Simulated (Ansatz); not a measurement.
# Quasiparticle gap of InSe (R3m)

How far does one-shot GW move the r2SCAN gap of InSe (R3m)?

Program: Ansatz 0.2.0. Level of theory: r2SCAN, then G0W0 on it, plane waves, PAW. Results are calculated unless marked as measured.

Report form: the programs' logs are mostly left out.

The database entry behind the starting cell differs from later determinations by our own check (c about 1.5 % long), so it need not match the best structure at ambient conditions.

In doubt: masses and optical values from hybrid runs of this build are listed as unsure (in some of the runs), which bears on the screening that GW takes from such a start.

**1. The structure**

Symmetry: R3m, No. 160, trigonal system. Conventional cell: a = 4.000 Å, b = 4.000 Å, c = 25.320 Å, α = 90.00°, β = 90.00°, γ = 120.00°. Nearest to In lie 3 Se at 2.64 Å and 1 In at 2.82 Å. Nearest to In lie 3 Se at 2.63 Å and 1 In at 2.82 Å. Nearest to Se lie 3 In at 2.64 Å. Nearest to Se lie 3 In at 2.63 Å. Farther neighbours and most contacts between anions are not listed.

The cell and positions come from the Crystallography Open Database and are kept as given unless a step says otherwise. The default PAW set here is soft_2. Its files were made with PBE.

**2. The r2SCAN band structure**

Levels along a band path and on the mesh show where this functional puts the band edges.

This step: DFT, r2SCAN, plane waves, PAW.

input.yaml

```yaml
crystal:
  lattice:
    - [2.0, 1.1547005384, 8.44]
    - [-2.0, 1.1547005384, 8.44]
    - [0.0, -2.3094010768, 8.44]
  atoms:
    - { symbol: In, position: [0.0, 0.0, 0.0] }
    - { symbol: In, position: [0.1114, 0.1114, 0.1114] }
    - { symbol: Se, position: [0.6165, 0.6165, 0.6165] }
    - { symbol: Se, position: [0.8281, 0.8281, 0.8281] }
kpoints:
  mp_grid: { grid: [6, 6, 6] }
  band_path:
    path:
      - [[0.0, 0.0, 0.0], [-0.5, -0.5, -0.5], [-0.5, -0.17914517, -0.82085483]]
      - [[-0.17914517, 0.17914517, -0.5], [0.0, 0.0, -0.5], [0.0, 0.0, 0.0], [0.0, 0.33957259, -0.33957259]]
      - [[-0.33957259, 0.0, -0.66042741], [-0.5, 0.0, -0.5], [0.0, 0.0, 0.0]]
    npoints: 10
hamiltonian:
  xc: r2scan
scf:
  occupations: { method: fermi_dirac, width: 0.02 }
  n_extra_bands: 5
output:
  eigenvalues: true
  write_density: true
  write_potential: true
  elf: true
  volumetric_format: npy
```

On the command line:

```console
> ansatz run input.yaml --threads 3 --pin off --max-ram 92160MiB --backend cuda --events-out ev --progress --plain --runs-dir out --devices 1 --max-vram 13GiB  # rebuilt from the run's record
```

Elapsed: 6.8 s, on 1 × NVIDIA H100 80GB HBM3 (shared by 6 runs) with 3 threads of AMD EPYC 7R13 (Zen 3), shared host; peak memory 1.1 GiB.

Numbers from this step:

```
filled bands         : 29
gap                  : 0.8669 eV
valence top at       : T
conduction bottom at : T
least direct gap     : 0.8669 eV
```

Over mesh and path the gap is 0.867 eV, direct, at k = (-0.500, -0.500, -0.500).

The electronic bands at the labelled points (eV, zero at the top of the highest nominally filled band):

| point | band 26 | band 27 | band 28 | band 29 | band 30 | band 31 | band 32 | band 33 |
| --- | --- | --- | --- | --- | --- | --- | --- | --- |
| Γ | -1.37 | -1.37 | -1.28 | -1.28 | 2.06 | 2.59 | 4.75 | 4.75 |
| halfway | -1.41 | -1.23 | -1.23 | -0.83 | 1.58 | 2.62 | 4.71 | 4.71 |
| T | -1.44 | -1.20 | -1.20 | 0.00 | 0.87 | 2.63 | 4.67 | 4.67 |
| halfway | -2.99 | -2.50 | -2.16 | -0.69 | 2.75 | 3.03 | 4.44 | 4.85 |
| H2 | -3.77 | -2.60 | -2.31 | -1.81 | 1.96 | 2.78 | 3.71 | 4.79 |
| jump to H0 | -3.77 | -2.60 | -2.31 | -1.81 | 1.96 | 2.78 | 3.71 | 4.79 |
| halfway | -3.40 | -3.00 | -2.18 | -1.60 | 2.17 | 2.65 | 3.75 | 4.72 |
| L | -2.43 | -2.43 | -2.33 | -1.72 | 1.50 | 2.30 | 4.01 | 4.37 |
| halfway | -2.10 | -1.97 | -1.83 | -1.03 | 2.36 | 2.55 | 4.46 | 4.68 |
| Γ | -1.37 | -1.37 | -1.28 | -1.28 | 2.06 | 2.59 | 4.75 | 4.75 |
| halfway | -2.48 | -2.44 | -1.91 | -1.01 | 2.53 | 2.83 | 3.91 | 4.98 |
| S0 | -3.79 | -2.64 | -2.29 | -1.78 | 2.00 | 2.70 | 3.74 | 4.76 |
| jump to S2 | -3.79 | -2.64 | -2.29 | -1.78 | 2.00 | 2.70 | 3.74 | 4.76 |
| halfway | -2.99 | -2.67 | -2.55 | -1.63 | 2.00 | 2.38 | 4.05 | 4.58 |
| F | -2.72 | -2.59 | -2.14 | -1.55 | 1.51 | 2.26 | 3.67 | 3.99 |
| halfway | -2.26 | -2.06 | -1.73 | -0.82 | 2.18 | 2.55 | 4.52 | 4.78 |
| Γ | -1.37 | -1.37 | -1.28 | -1.28 | 2.06 | 2.59 | 4.75 | 4.75 |

Valence density in the ac plane of the conventional cell at fractional y = 0.000, with atoms of In and Se within 0.2 Å of it. It is the smooth field of the valence electrons, not physical close to the nuclei.

Ten steps, logarithmic in the rise over the least value, from '_' (0 e/Å³) to '@' (21 e/Å³), each cell a mean:
```
**++==::..__________..--==**
--::::..______________..::--
%%##++::..________....--**##
==--::..................--==
____________......__________
____________________________
________............________
________....::::......______
____________......__________
____________________________
__________..........________
________....::::::....______
____________......__________
::....________________......
@@%%++::..________..::--**@@
**==--::..............::--++
____________......__________
____________________________
............................
@@%%++::....____....::--**@@
**++--....__________..::==**
____________________________
________..............______
##**==::..............--++##
```
Columns run along a (4.0 Å), rows up along c (25.3 Å), edges of the conventional cell, whose origin can differ from the input's. Atoms in or near the plane, at fractional coordinates: In at (0.00, 0.00), In at (0.00, 0.89), Se at (0.00, 0.38), Se at (0.00, 0.17).

ELF in the ac plane of the conventional cell at fractional y = 0.000, with atoms of In and Se within 0.2 Å of it. It is the smooth field of the valence electrons, not physical close to the nuclei.

Ten even steps from '_' (0.01) to '@' (0.79), each cell a mean:
```
..::------::......::----::::
====++++==::____..--++++++==
____::::::----------::::..__
::::::--++##%%%%%%**==::::::
____..::==++******++--..____
________..::::::::....______
____..--**%%%%@@%%##++::____
____..::====++++++==--::____
______..::----------::..____
______..--========--::..____
____..::::::::::----::..____
____..--++##%%%%##**++::____
______..==**####**++--..____
%%%%**++::..______..--++##%%
++##@@@@%%==....::**@@@@%%**
##%%%%##++--::::::==**%%%%##
::::::::::----------::::::::
______..--==++++==--::..____
****++==--::::::::::==++++**
==**@@@@##==::..--**%%@@%%++
@@@@@@%%**--____..==##@@@@@@
----::....::------::....::--
......--**##%%%%%%##++::....
....::::--++******==--::....
```
Columns run along a (4.0 Å), rows up along c (25.3 Å), edges of the conventional cell, whose origin can differ from the input's. Atoms in or near the plane, at fractional coordinates: In at (0.00, 0.00), In at (0.00, 0.89), Se at (0.00, 0.38), Se at (0.00, 0.17).

**3. One-shot GW**

G0W0 replaces the xc potential by a self-energy built once from the orbitals of the start. Levels are corrected in the window of bands that the input names, at points of the mesh.

This step: G0W0 on r2SCAN, plane waves, PAW.

input.yaml, the sections that differ from step 2:

```yaml
kpoints:
  mp_grid: { grid: [4, 4, 4] }
scf:
  occupations: { method: fixed }
gw:
  n_empty_bands: 751
  ecut_chi: 200.0
  qp_bands: [v2, c2]
  qp_kpoints: band_edges
  screening: { model: contour_deformation }
# crystal, hamiltonian: as in step 2
# output: removed
```

The job ended after 1.8 min (1 × NVIDIA H100 80GB HBM3 (shared by 6 runs) with 3 threads; peak memory 3.6 GiB; 3.2 min of CPU time).

Numbers from this step:

```yaml
bands_summed: 780
rpa_eps_infinity_on_this_mesh_eigenvalues: 7.958, 7.958, 10.50
plane_waves_in_the_screening_matrix: 733
q_points_in_the_mesh: 64
g0w0_gap_over_the_corrected_points: 1.370 eV
k_of_the_valence_top: -0.5, -0.5, -0.5
k_of_the_conduction_bottom: -0.5, -0.5, -0.5
starting_gap_on_the_mesh: 0.8639 eV
z_at_the_valence_top: 0.7783
z_at_the_conduction_bottom: 0.8009
least_direct_g0w0_gap_over_the_corrected_points: 1.370 eV
```

Over 9 of 13 irreducible mesh points the G0W0 gap is 1.370 eV, direct, at k = (-0.500, -0.500, -0.500). The r2SCAN gap of this run on the mesh is 0.864 eV. The two states that bound the G0W0 gap lie that far apart at the start, so the correction of the gap is 1.370 − 0.864 = +0.506 eV. The start of this run differs from the step before in mesh (6×6×6 and 4×4×4).

Labels follow the order of the start: v1 is the top filled band, c1 the lowest empty one; levels that stay degenerate share a row, the window can cut a multiplet, doubted levels are not marked in this list, bands outside the window were not corrected, and the list may be a part of the corrected levels. The levels before and after the correction (eV, zero at the valence-band top of each column):

|  | conduction bottom | valence top |
| --- | --- | --- |
| Kohn-Sham | 0.86 | 0.00 |
| G0W0 | 1.37 | 0.00 |

|  | level | occupation | energy (eV) |
| --- | --- | --- | --- |
| Kohn-Sham | (-0.5 -0.5 -0.5) v2 | 2 | -1.195 |
| Kohn-Sham | (-0.5 -0.5 -0.5) v1 | 2 | 0.000 |
| Kohn-Sham | (-0.5 -0.5 -0.5) c1 | 0 | 0.864 |
| Kohn-Sham | (-0.5 -0.5 -0.5) c2 | 0 | 2.629 |
| G0W0 | (-0.5 -0.5 -0.5) v2 | 2 | -1.221 |
| G0W0 | (-0.5 -0.5 -0.5) v1 | 2 | 0.000 |
| G0W0 | (-0.5 -0.5 -0.5) c1 | 0 | 1.370 |
| G0W0 | (-0.5 -0.5 -0.5) c2 | 0 | 3.187 |

The parts of the quasiparticle energy for the two states that bound the G0W0 gap, in eV on the run's own scale (QP = start + Σx + Σc − Vxc, with Σc at the quasiparticle energy):

| edge | k | band | start | Σx | Σc | Vxc | Z | QP |
| --- | --- | --- | --- | --- | --- | --- | --- | --- |
| valence top | (-0.500, -0.500, -0.500) | 29 | 7.061 | −16.313 | 0.691 | −15.077 | 0.778 | 6.516 |
| conduction bottom | (-0.500, -0.500, -0.500) | 30 | 7.925 | −10.162 | −3.477 | −13.600 | 0.801 | 7.886 |

**4. Spin-orbit coupling**

This run has two-component orbitals with spin-orbit coupling.

This step: DFT, r2SCAN with spin-orbit coupling, plane waves, PAW.

input.yaml, the sections that differ from step 3:

```yaml
kpoints:
  mp_grid: { grid: [6, 6, 6] }
  band_path:
    path:
      - [0.0, 0.0, 0.0]
      - [-0.5, -0.5, -0.5]
      - [-0.5, -0.17914517, -0.82085483]
      - [-0.17914517, 0.17914517, -0.5]
      - [0.0, 0.0, -0.5]
      - [0.0, 0.33957259, -0.33957259]
      - [-0.33957259, 0.0, -0.66042741]
      - [-0.5, 0.0, -0.5]
    npoints: 1
scf:
  occupations: { method: fermi_dirac, width: 0.02 }
  n_extra_bands: 10
magnetization:
  noncollinear: true
  spin_orbit: true
output:
  eigenvalues: true
# crystal, hamiltonian: as in step 3
# gw: removed
```

Run time: 14 s. Hardware: 1 × NVIDIA H100 80GB HBM3 (shared by 6 runs) with 3 threads; peak memory 1.2 GiB; 33 s of CPU time.

This step gave:

```yaml
gap: 0.8450 eV
valence_top_at: T
conduction_bottom_at: T
least_direct_gap: 0.8450 eV
```

Over mesh and listed points the gap is 0.845 eV, direct, at k = (-0.500, -0.500, -0.500). r2SCAN+SOC against r2SCAN: 0.845 − 0.867 = −0.022 eV, with the same mesh, set of files (read in its fully relativistic form for the spin-orbit run) and cutoff, and both edges at the same k points. The spin-orbit run sees mesh and listed points alone, so its gap is an upper bound: the coupling can move an edge off these points, the more so as this crystal has no centre of inversion, and the change over the zone, its sign included where it is small, is not known.

**5. The runs together**

Each gap is the least one over the points named; times are wall times on shared hosts, not benchmarks. A G0W0 time includes the run's own self-consistent start. Runs with listed points see these and the mesh alone, so an edge that moves elsewhere is missed. Rows marked * are further runs, not shown as steps, whose inputs differ from the G0W0 step on the same start in the columns given; solver thresholds can differ too.

| level | mesh | files, cutoff | bands summed, screening | points | gap (eV) | valence top | conduction bottom | least direct gap (eV) | time |
| --- | --- | --- | --- | --- | --- | --- | --- | --- | --- |
| r2SCAN | 6×6×6 | soft_2 PAW, 500 eV | - | mesh and path | 0.867 | (-0.500, -0.500, -0.500) | (-0.500, -0.500, -0.500) | 0.867 | 6.8 s |
| r2SCAN+SOC | 6×6×6 | soft_2 PAW, 500 eV | - | mesh and listed points | 0.845 | (-0.500, -0.500, -0.500) | (-0.500, -0.500, -0.500) | 0.845 | 14 s |
| G0W0@r2SCAN* | 4×4×4 | soft_2 PAW, 500 eV | 152, 60 eV | 9 of 13 irreducible mesh points | 1.343 | (-0.500, -0.500, -0.500) | (-0.500, -0.500, -0.500) | 1.343 | 33 s |
| G0W0@r2SCAN* | 4×4×4 | soft_2 PAW, 500 eV | 378, 120 eV | 9 of 13 irreducible mesh points | 1.379 | (-0.500, -0.500, -0.500) | (-0.500, -0.500, -0.500) | 1.379 | 80 s |
| G0W0@r2SCAN | 4×4×4 | soft_2 PAW, 500 eV | 780, 200 eV | 9 of 13 irreducible mesh points | 1.370 | (-0.500, -0.500, -0.500) | (-0.500, -0.500, -0.500) | 1.370 | 1.8 min |
| G0W0@r2SCAN* | 4×4×4 | soft_2 PAW, 500 eV | 378, 120 eV, plasmon pole | 9 of 13 irreducible mesh points | 1.408 | (-0.500, -0.500, -0.500) | (-0.500, -0.500, -0.500) | 1.408 | 73 s |

**6. Results**

- r2SCAN gap over mesh and path: 0.867 eV, direct, at k = (-0.500, -0.500, -0.500)
- G0W0@r2SCAN gap over 9 of 13 irreducible mesh points: 1.370 eV, direct, at k = (-0.500, -0.500, -0.500)
- r2SCAN+SOC gap over mesh and listed points: 0.845 eV
- GW settings: 4×4×4 mesh, 751 empty bands, screening to 200 eV
- known limits: finite bands, screening cutoff and k mesh; no spin-orbit coupling in G0W0; d shells not analysed

Over 9 of 13 irreducible mesh points the G0W0 gap is 1.370 eV, direct, at k = (-0.500, -0.500, -0.500). The r2SCAN gap of this run on the mesh is 0.864 eV. The two states that bound the G0W0 gap lie that far apart at the start, so the correction of the gap is 1.370 − 0.864 = +0.506 eV. The valence state moves by 6.516 − 7.061 = −0.545 eV and the conduction state by 7.886 − 7.925 = −0.039 eV, on the run's own scale; with 152 bands the edge states move by −0.025 and +0.454 eV, so the split between the edges depends on the bands and cutoff. Both edges that r2SCAN shows over mesh and path lie at k points where levels were corrected. Levels at other points were not corrected, so a lower G0W0 gap elsewhere in the zone is not ruled out. From 152 bands and 60 eV to 780 bands and 200 eV the gap moves by 1.370 − 1.343 = +0.027 eV (rung by rung 1.343, 1.379, 1.370 eV); bands and screening cutoff rise together, so their parts are not told apart. The gap turns back along the series (1.343, 1.379, 1.370 eV), so no line is drawn and the limit is not known. With the plasmon pole model in place of the contour deformation model and all else as in the G0W0@r2SCAN row with 378 bands, the gap differs by 1.408 − 1.379 = +0.029 eV. G0W0 on other starts in this series, not shown as steps and not all at these settings: 1.540 eV on HSE06 (4×4×4, soft_2 PAW, 378 bands, 120 eV) and 0.814 eV on LDA (4×4×4, soft_2 PAW, 378 bands, 120 eV). The program doubts an edge level of G0W0@LDA with 378 bands (4×4×4, soft_2 PAW). r2SCAN+SOC against r2SCAN: 0.845 − 0.867 = −0.022 eV, with the same mesh, set of files (read in its fully relativistic form for the spin-orbit run) and cutoff, and both edges at the same k points. The spin-orbit run sees mesh and listed points alone, so its gap is an upper bound: the coupling can move an edge off these points, the more so as this crystal has no centre of inversion, and the change over the zone, its sign included where it is small, is not known. What spin-orbit coupling does to the G0W0 levels was not computed, so no sum with the G0W0 gap is formed. The G0W0 runs are scalar-relativistic. One-shot GW is known to converge slowly in bands for compounds with shallow d shells. The cell holds In; the filling of the d shell and its place against the gap were not analysed here. No pair of G0W0 runs that differ in the mesh alone is shown (4×4×4 is a supercell whose nearest images lie 16 Å apart), so the error from the mesh is not known here. G0W0@r2SCAN runs of this series with other atomic data on the same mesh, not shown as steps, give 1.397 eV (hard PAW, 870 eV, 386 bands, screening to 120 eV; the table's row with the same empty bands and screening cutoff has 1.379 eV); where bands and cutoffs differ too, the part of the files is not isolated.

[Paths, hosts, dates, memory and timing lines, banners, echoed tables and standing remarks are left out of the program output.]

[Logs are printed without paths, hosts, clocks, repeated set-up lines and the standing remarks that a program may print on its own settings, such as how far it seeks lower states.]

[Runs of the session that timed out or met a known fault of the program may be left out.]

[Cells called generated may have been cut or substituted from an entry of the Crystallography Open Database or the Materials Project.]

[Hosts, paths, dates, database ids (printed as entryN), source tags and the programs' standing remarks are cut or masked in the printed files.]

[Where an RPA ε∞ is given, it is that of the G0W0 mesh and is not shown converged in it. Names of k-points follow the symmetry that the program found, which can be lower than the space group named. Band edges on a path are those of the sampled points; other points can move an edge, and change direct to indirect where valleys lie close.]

[Hybrid gaps are those of their k-mesh and are not shown converged in it.]
